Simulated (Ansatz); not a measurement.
# Quasiparticle gap of WS2 (Tungstenite), part 2 of 2

Wanted: the gap of WS2 (Tungstenite) with a many-body correction, and the time that it takes.

Ansatz 0.2.0; HSE06, then G0W0 on it, plane waves, PAW. Known limits of the many-body steps: finite bands, screening cutoff and k mesh; no spin-orbit coupling in G0W0.

So far. Step 2 (HSE06 levels on the mesh and at listed points): Over mesh and listed points the gap is 1.578 eV, from k = Γ to k = (0.167, 0.167, 0.000). The least direct gap found is 2.218 eV, at k = (0.333, 0.333, 0.000).

The database entry behind the starting cell differs from later determinations by our own check (an axis about 1.4 % long against later determinations), so it need not match the best structure at ambient conditions.

In doubt: masses and optical values from hybrid runs of this build are listed as unsure (step 3), which bears on the screening that GW takes from such a start.

## Step 3: One-shot GW

G0W0 replaces the xc potential by a self-energy built once from the orbitals of the start. Levels are corrected in the window of bands that the input names, at points of the mesh.

This step: G0W0 on HSE06, plane waves, PAW.

Input file input.yaml:

```yaml
crystal:
  lattice:
    - [3.18, 0.0, 0.0]
    - [-1.59, 2.753960784, 0.0]
    - [0.0, 0.0, 12.5]
  atoms:
    - { symbol: W, position: [0.3333333333, 0.6666666667, 0.25] }
    - { symbol: W, position: [0.6666666667, 0.3333333333, 0.75] }
    - { symbol: S, position: [0.3333333333, 0.6666666667, 0.625] }
    - { symbol: S, position: [0.6666666667, 0.3333333333, 0.125] }
    - { symbol: S, position: [0.3333333333, 0.6666666667, 0.875] }
    - { symbol: S, position: [0.6666666667, 0.3333333333, 0.375] }
kpoints:
  mp_grid: { grid: [6, 6, 2] }
hamiltonian:
  xc: hse06
scf:
  occupations: { method: fixed }
gw:
  n_empty_bands: 867
  ecut_chi: 230.0
  qp_bands: [v2, c2]
  qp_kpoints: band_edges
  screening: { model: contour_deformation }
```

On the command line:

```bash
$ ansatz run input.yaml --threads 3 --pin off --max-ram 64512MiB --backend cuda --events-out ev --progress --plain --runs-dir out --devices 1 --max-vram 24GiB  # rebuilt from the run's record
```

Numbers of over 12 decimals in the logs are rounded to 6 here.

What it wrote:

```text
GPUs: using 1 of 1 available (devices: 1).
[...]
GPU FFT provider: cuFFT
GPU libraries: cuBLAS 13.8.2, cuFFT 12.4.0, cuSOLVER 12.3.4
Crystal: 6 atoms, lattice volume = 109.470 Å³
Basis set: ecut = 420 eV, 2129 PW (Γ)
Bands: 32, of which v1, the nominal top of the filled ones, is band 26 counted from 1 (25 counted from 0)
Symmetry: 24 space group operations
[...]
k-points: 14 of 72
[...]
GPU buffer pool allocated for 51840 grid points (all kernels)
[...]
SCF iter   1: F=—  HF=-24382.780381 eV  |F-HF|=—  |Δ(HF+E_count)|=         —  Δρ=5.68e-3  dr2=1.67e-2  ethr=1.77e-3  ⟨swp⟩=6.4  Hψ=1970  notcnv=0
[...]
SCF iter   5: F=-24382.789371 eV  HF=-24382.789359 eV  |F-HF|=1.23e-5  |Δ(HF+E_count)|=   3.16e-4  Δρ=2.07e-4  dr2=2.69e-5  ethr=5.32e-8  ⟨swp⟩=3.4  Hψ=2248  notcnv=0  defer=1
SCF 1 stopped early in 5 iterations: F = -24382.789371 eV  dr2 = 2.69e-5
[...]
GPU FFT provider: cuFFT
GPU libraries: cuBLAS 13.8.2, cuFFT 12.4.0, cuSOLVER 12.3.4
[...]
GPU buffer pool allocated for 51840 grid points (all kernels)
[...]
Frozen-core exchange: fock
SCF iter   1: F=—  HF=-24386.883472 eV  |F-HF|=—  |Δ(HF+E_count)|=         —  Δρ=6.85e-3  dr2=9.06e-2  ethr=5.18e-7  ⟨swp⟩=7.1  Hψ=2482  notcnv=0
[...]
SCF iter   7: F=-24386.871198 eV  HF=-24386.871198 eV  |F-HF|=8.89e-8  |Δ(HF+E_count)|=   8.88e-6  Δρ=1.57e-5  dr2=1.55e-6  ethr=5.93e-8  ⟨swp⟩=3.0  Hψ=1139  notcnv=0
SCF 2 stopped early in 7 iterations: F = -24386.871198 eV  dr2 = 1.55e-6
[...]
hybrid outer 1: dexx = +1.593e-2 eV, tail = 1.83e-5 eV
GPU FFT provider: cuFFT
GPU libraries: cuBLAS 13.8.2, cuFFT 12.4.0, cuSOLVER 12.3.4
GPU buffer pool allocated for 51840 grid points (all kernels)
[...]
Frozen-core exchange: fock
SCF iter   1: F=—  HF=-24386.871162 eV  |F-HF|=—  |Δ(HF+E_count)|=         —  Δρ=4.92e-5  dr2=1.27e-6  ethr=1.76e-7  ⟨swp⟩=3.1  Hψ=1188  notcnv=0
[...]
SCF iter   3: F=-24386.871162 eV  HF=-24386.871162 eV  |F-HF|=1.46e-8  |Δ(HF+E_count)|=   7.92e-7  Δρ=5.59e-6  dr2=2.70e-8  ethr=1.88e-10  ⟨swp⟩=4.1  Hψ=1375  notcnv=0
SCF 3 converged in 3 iterations: F = -24386.871162 eV  dr2 = 2.70e-8
[...]
NSCF: frozen V_eff on 14 k-points
Exchange-term sweep: 0 of 14 (spin, k) points
Exchange-term sweep: 1 of 14 (spin, k) points
Exchange-term sweep: 2 of 14 (spin, k) points
Exchange-term sweep: 3 of 14 (spin, k) points
Exchange-term sweep: 4 of 14 (spin, k) points
Exchange-term sweep: 5 of 14 (spin, k) points
Exchange-term sweep: 6 of 14 (spin, k) points
Exchange-term sweep: 7 of 14 (spin, k) points
Exchange-term sweep: 8 of 14 (spin, k) points
Exchange-term sweep: 9 of 14 (spin, k) points
Exchange-term sweep: 10 of 14 (spin, k) points
Exchange-term sweep: 11 of 14 (spin, k) points
Exchange-term sweep: 12 of 14 (spin, k) points
Exchange-term sweep: 13 of 14 (spin, k) points
Exchange-term sweep: 14 of 14 (spin, k) points
G₀W₀ screening: q 1/14
[... further progress lines ...]
[...]
Free energy (F): -24386.871162 eV
Frozen-core exchange: fock
[...]
Internal energy: -24386.871162 eV  (E = F + TS)
E sigma→0 (E₀):  -24386.871162 eV
Fermi energy:    10.936866 eV
[...]
--- Band table (eV; the first three rows and the last of 14) ---
  k-point 0: bands = [... 22 lower, 8.4101, 9.0526, 9.7502, 10.9369, 13.8776, 13.8776, 13.8864]
  k-point 1: bands = [... 22 lower, 8.3856, 8.3856, 10.5873, 10.5873, 13.8710, 13.8710, 13.8710]
  k-point 2: bands = [... 22 lower, 8.2808, 9.1472, 9.6303, 10.0433, 13.1020, 13.5460, 13.7367]
  k-point 13: bands = [... 22 lower, 7.4380, 7.4380, 10.2498, 10.2498, 12.5649, 12.5649, 14.3289]
  guard bands above this table: 3 of the run's 32 bands. The solve was not asked for them (output.publish_guard_bands: true or output.eigenvalues: true publishes all)
--- G₀W₀: contour deformation, 7 samples at zero and on the imaginary axis and 2 off it, 72 q-points, 867 empty bands' worth ---
  eigenvalues of the whole cell's RPA ε∞ on this k-mesh (on a slab, of 1 + 4πα/V) = 4.5986, 11.1070, 11.1070; static W/v taken at q = 0 is 0.093228
  bands read: the sum over 893 bands ends inside a degenerate multiplet in 7 slots, whose members it reads at an even weight; the widest, k=1: bands 893 to 894 (counted from 1) at 1/2 each
  gw.qp_kpoints: band_edges: 10 of 14 stored k-points solved, in 1 pass; an edge of the gap read off the rows below is read off those points alone
    valence top: of the k-points left out ik 6 came nearest to being solved in a further pass, in band 26 (counted from 1, as in the quasiparticle table): it holds the edge there only if its correction is more favourable than any solved in that band by at least 1.634 eV; those differ by 0.098 eV
    conduction bottom: of the k-points left out ik 4 came nearest to being solved in a further pass, in band 27 (counted from 1, as in the quasiparticle table): it holds the edge there only if its correction is more favourable than any solved in that band by at least 0.674 eV; those differ by 0.097 eV
    ik  band        ε_KS         Σx   Σc(E_QP)       V_xc       Z   E_QP_lin       E_QP  E_QP is
     0    25      9.7502   -18.2111     0.7254   -17.2920  0.7738     9.5560     9.5564  root
     0    26     10.9369   -19.4602     0.2979   -18.9402  0.7770    10.7144    10.7148  root
     0    27     13.8776   -13.5478    -4.4075   -17.8718  0.7793    13.7942    13.7940  root
     0    28     13.8776   -13.5478    -4.4075   -17.8718  0.7793    13.7942    13.7940  root
     1    25     10.5873   -19.1383     0.5125   -18.4080  0.7774    10.3690    10.3695  root
     1    26     10.5873   -19.1383     0.5125   -18.4080  0.7774    10.3690    10.3695  root
     1    27     13.8710   -13.5141    -4.3865   -17.8127  0.7787    13.7832    13.7831  root
     1    28     13.8710   -13.5141    -4.3865   -17.8127  0.7787    13.7832    13.7831  root
     2    25      9.6303   -18.8115     0.8227   -17.8295  0.7720     9.4707     9.4710  root
     2    26     10.0433   -19.1489     0.6579   -18.3106  0.7750     9.8626     9.8630  root
     2    27     13.1020   -12.9809    -4.0707   -16.9040  0.7804    12.9546    12.9543  root
     2    28     13.5460   -13.9060    -4.1528   -17.9398  0.7717    13.4272    13.4270  root
     3    25      9.9537   -19.1571     0.7507   -18.2290  0.7745     9.7760     9.7764  root
     3    26      9.9537   -19.1571     0.7507   -18.2290  0.7745     9.7760     9.7764  root
     3    27     13.3916   -13.3626    -4.1861   -17.4100  0.7773    13.2532    13.2529  root
     3    28     13.3916   -13.3626    -4.1861   -17.4100  0.7773    13.2532    13.2529  root
     8    25      9.2299   -19.3716     0.9778   -18.2604  0.7691     9.0962     9.0965  root
     8    26      9.2642   -19.4146     0.9581   -18.3325  0.7687     9.1400     9.1403  root
     8    27     12.5145   -12.7248    -3.8866   -16.4884  0.7869    12.3915    12.3913  root
     8    28     13.3298   -13.9638    -4.2877   -18.1428  0.7744    13.2212    13.2210  root
     9    25      9.2519   -19.4008     0.9663   -18.3049  0.7689     9.1222     9.1224  root
     9    26      9.2519   -19.4008     0.9663   -18.3049  0.7689     9.1222     9.1224  root
     9    27     12.9000   -13.2549    -4.0583   -17.1981  0.7827    12.7850    12.7848  root
     9    28     12.9000   -13.2549    -4.0583   -17.1981  0.7827    12.7850    12.7848  root
    10    25      9.4555   -18.6406     0.8216   -17.6455  0.7761     9.2816     9.2820  root
    10    26      9.6089   -19.0063     0.7567   -18.0828  0.7760     9.4418     9.4421  root
    10    27     13.1724   -14.3656    -4.1700   -18.4105  0.7752    13.0475    13.0473  root
    10    28     13.6367   -15.6566    -4.3764   -19.9066  0.7643    13.5105    13.5102  root
    11    25      9.5408   -18.8538     0.7903   -17.8940  0.7760     9.3709     9.3712  root
    11    26      9.5408   -18.8538     0.7903   -17.8940  0.7760     9.3709     9.3712  root
    11    27     13.3904   -14.7854    -4.2487   -18.9074  0.7716    13.2639    13.2637  root
    11    28     13.3904   -14.7854    -4.2487   -18.9074  0.7716    13.2639    13.2637  root
    12    25     10.1673   -18.5790     0.3069   -18.0578  0.7803     9.9526     9.9530  root
    12    26     10.3461   -18.9976     0.2372   -18.5495  0.7800    10.1349    10.1352  root
    12    27     12.5646   -15.5627    -3.9307   -19.4431  0.7770    12.5144    12.5144  root
    12    28     12.5646   -15.5627    -3.9307   -19.4431  0.7770    12.5144    12.5144  root
    13    25     10.2498   -18.7532     0.2710   -18.2691  0.7803    10.0363    10.0367  root
    13    26     10.2498   -18.7532     0.2710   -18.2691  0.7803    10.0363    10.0367  root
    13    27     12.5649   -15.5678    -3.9307   -19.4483  0.7769    12.5147    12.5146  root
    13    28     12.5649   -15.5678    -3.9307   -19.4483  0.7769    12.5147    12.5146  root
```

Elapsed: 2.4 min, on 1 × NVIDIA H100 80GB HBM3 (shared by 3 runs) with 3 threads of AMD EPYC 7R13 (Zen 3), shared host; peak memory 3.8 GiB; 3.2 min of CPU time.

This step gave:

- bands summed: 893
- RPA ε∞ on this mesh (eigenvalues): 4.599, 11.11, 11.11
- plane waves in the screening matrix: 835
- q-points in the mesh: 72
- G0W0 gap over the corrected points: 1.677 eV
- k of the valence top: 0, 0, 0
- k of the conduction bottom: 0.1667, 0.1667, 0
- starting gap on the mesh: 1.578 eV
- Z at the valence top: 0.7770
- Z at the conduction bottom: 0.7869
- least direct G0W0 gap over the corrected points: 2.379 eV

Over 10 of 14 irreducible mesh points the G0W0 gap is 1.677 eV, from k = Γ to k = (0.167, 0.167, 0.000). The HSE06 gap of this run on the mesh is 1.578 eV. The two states that bound the G0W0 gap lie that far apart at the start, so the correction of the gap is 1.677 − 1.578 = +0.099 eV.

Labels follow the order of the start: v1 is the top filled band, c1 the lowest empty one; levels that stay degenerate share a row, the window can cut a multiplet, doubted levels are not marked in this list, bands outside the window were not corrected, and the list may be a part of the corrected levels. Levels before and after the correction, in eV, zero at the valence-band top of each column:

|  | conduction bottom | valence top |
| --- | --- | --- |
| HSE06 | 1.58 | 0.00 |
| G0W0 | 1.68 | 0.00 |

|  | level | occupation | energy (eV) |
| --- | --- | --- | --- |
| HSE06 | Γ v2 | 2 | -1.187 |
| HSE06 | Γ v1 | 2 | 0.000 |
| HSE06 | Γ c1-c2 | 0 | 2.941 |
| HSE06 | (0.167 0.167 0) v2 | 2 | -1.707 |
| HSE06 | (0.167 0.167 0) v1 | 2 | -1.673 |
| HSE06 | (0.167 0.167 0) c1 | 0 | 1.578 |
| HSE06 | (0.167 0.167 0) c2 | 0 | 2.393 |
| G0W0 | Γ v2 | 2 | -1.158 |
| G0W0 | Γ v1 | 2 | 0.000 |
| G0W0 | Γ c1-c2 | 0 | 3.079 |
| G0W0 | (0.167 0.167 0) v2 | 2 | -1.618 |
| G0W0 | (0.167 0.167 0) v1 | 2 | -1.575 |
| G0W0 | (0.167 0.167 0) c1 | 0 | 1.677 |
| G0W0 | (0.167 0.167 0) c2 | 0 | 2.506 |

The parts of the quasiparticle energy for the two states that bound the G0W0 gap, in eV on the run's own scale (QP = start + Σx + Σc − Vxc, with Σc at the quasiparticle energy):

| edge | k | band | start | Σx | Σc | Vxc | Z | QP |
| --- | --- | --- | --- | --- | --- | --- | --- | --- |
| valence top | Γ | 26 | 10.937 | −19.460 | 0.298 | −18.940 | 0.777 | 10.715 |
| conduction bottom | (0.167, 0.167, 0.000) | 27 | 12.514 | −12.725 | −3.887 | −16.488 | 0.787 | 12.391 |

For a hybrid start, Vxc holds its share of exact exchange.

## Step 4: The runs together

Each gap is the least one over the points named; times are wall times on shared hosts, not benchmarks. A G0W0 time includes the run's own self-consistent start. Runs with listed points see these and the mesh alone, so an edge that moves elsewhere is missed.

| level | mesh | files, cutoff | bands summed, screening | points | gap (eV) | valence top | conduction bottom | least direct gap (eV) | time |
| --- | --- | --- | --- | --- | --- | --- | --- | --- | --- |
| HSE06 | 6×6×2 | soft_2 PAW, 420 eV | - | mesh and listed points | 1.578 | Γ | (0.167, 0.167, 0.000) | 2.218 | 17 s |
| G0W0@HSE06 | 6×6×2 | soft_2 PAW, 420 eV | 893, 230 eV | 10 of 14 irreducible mesh points | 1.677 | Γ | (0.167, 0.167, 0.000) | 2.379 | 2.4 min |

## Step 5: What came out

- HSE06 gap over mesh and listed points: 1.578 eV, from k = Γ to k = (0.167, 0.167, 0.000)
- G0W0@HSE06 gap over 10 of 14 irreducible mesh points: 1.677 eV, from k = Γ to k = (0.167, 0.167, 0.000)
- GW settings: 6×6×2 mesh, 867 empty bands, screening to 230 eV
- known limits: finite bands, screening cutoff and k mesh; no spin-orbit coupling in G0W0

Over 10 of 14 irreducible mesh points the G0W0 gap is 1.677 eV, from k = Γ to k = (0.167, 0.167, 0.000). The HSE06 gap of this run on the mesh is 1.578 eV. The two states that bound the G0W0 gap lie that far apart at the start, so the correction of the gap is 1.677 − 1.578 = +0.099 eV. The valence state moves by 10.715 − 10.937 = −0.222 eV and the conduction state by 12.391 − 12.514 = −0.123 eV, on the run's own scale; how far single levels stand from their limit in bands is not shown. Both edges that HSE06 shows over mesh and listed points lie at k points where levels were corrected. Levels at other points were not corrected, so a lower G0W0 gap elsewhere in the zone is not ruled out. No second run with other bands and screening cutoff is shown, so the distance to the basis limit is not known. On another start, G0W0@PBE runs of this series (6×6×2 mesh, soft_2 PAW; not shown as steps) give 1.364 eV with 168 bands and 69 eV, 1.437 eV with 428 bands and 138 eV and 1.467 eV with 893 bands and 230 eV. G0W0 on other starts in this series, not shown as steps and not all at these settings: 1.467 eV on PBE (6×6×2, soft_2 PAW, 893 bands, 230 eV) and 1.537 eV on r2SCAN (6×6×2, soft_2 PAW, 893 bands, 230 eV). Two runs of this series at another level, not shown as steps, test spin-orbit coupling. PBE+SOC against PBE: 0.996 − 1.046 = −0.050 eV, with the same mesh, set of files (read in its fully relativistic form for the spin-orbit run) and cutoff, and both edges at the same k points. The spin-orbit run sees mesh and listed points alone, so its gap is an upper bound: the coupling can move an edge off these points, and the change over the zone, its sign included where it is small, is not known. What spin-orbit coupling does to the G0W0 levels was not computed, so no sum with the G0W0 gap is formed. The G0W0 runs are scalar-relativistic. No pair of G0W0 runs that differ in the mesh alone is shown (6×6×2 is a supercell whose nearest images lie 19 Å apart), so the error from the mesh is not known here. G0W0 is shown with one set of atomic data (soft_2 PAW), so the error from the files is not known here.

[Paths, hosts, dates, memory and timing lines, banners, echoed tables and standing remarks are left out of the program output.]

[Logs are printed without paths, hosts, clocks, repeated set-up lines and the standing remarks that a program may print on its own settings, such as how far it seeks lower states.]

[Runs of the session that timed out or met a known fault of the program may be left out.]

[Cells called generated may have been cut or substituted from an entry of the Crystallography Open Database or the Materials Project.]

[Hosts, paths, dates, database ids (printed as entryN), source tags and the programs' standing remarks are cut or masked in the printed files.]

[Where an RPA ε∞ is given, it is that of the G0W0 mesh and is not shown converged in it. Names of k-points follow the symmetry that the program found, which can be lower than the space group named. Band edges on a path are those of the sampled points; other points can move an edge, and change direct to indirect where valleys lie close.]

[Hybrid gaps are those of their k-mesh and are not shown converged in it.]
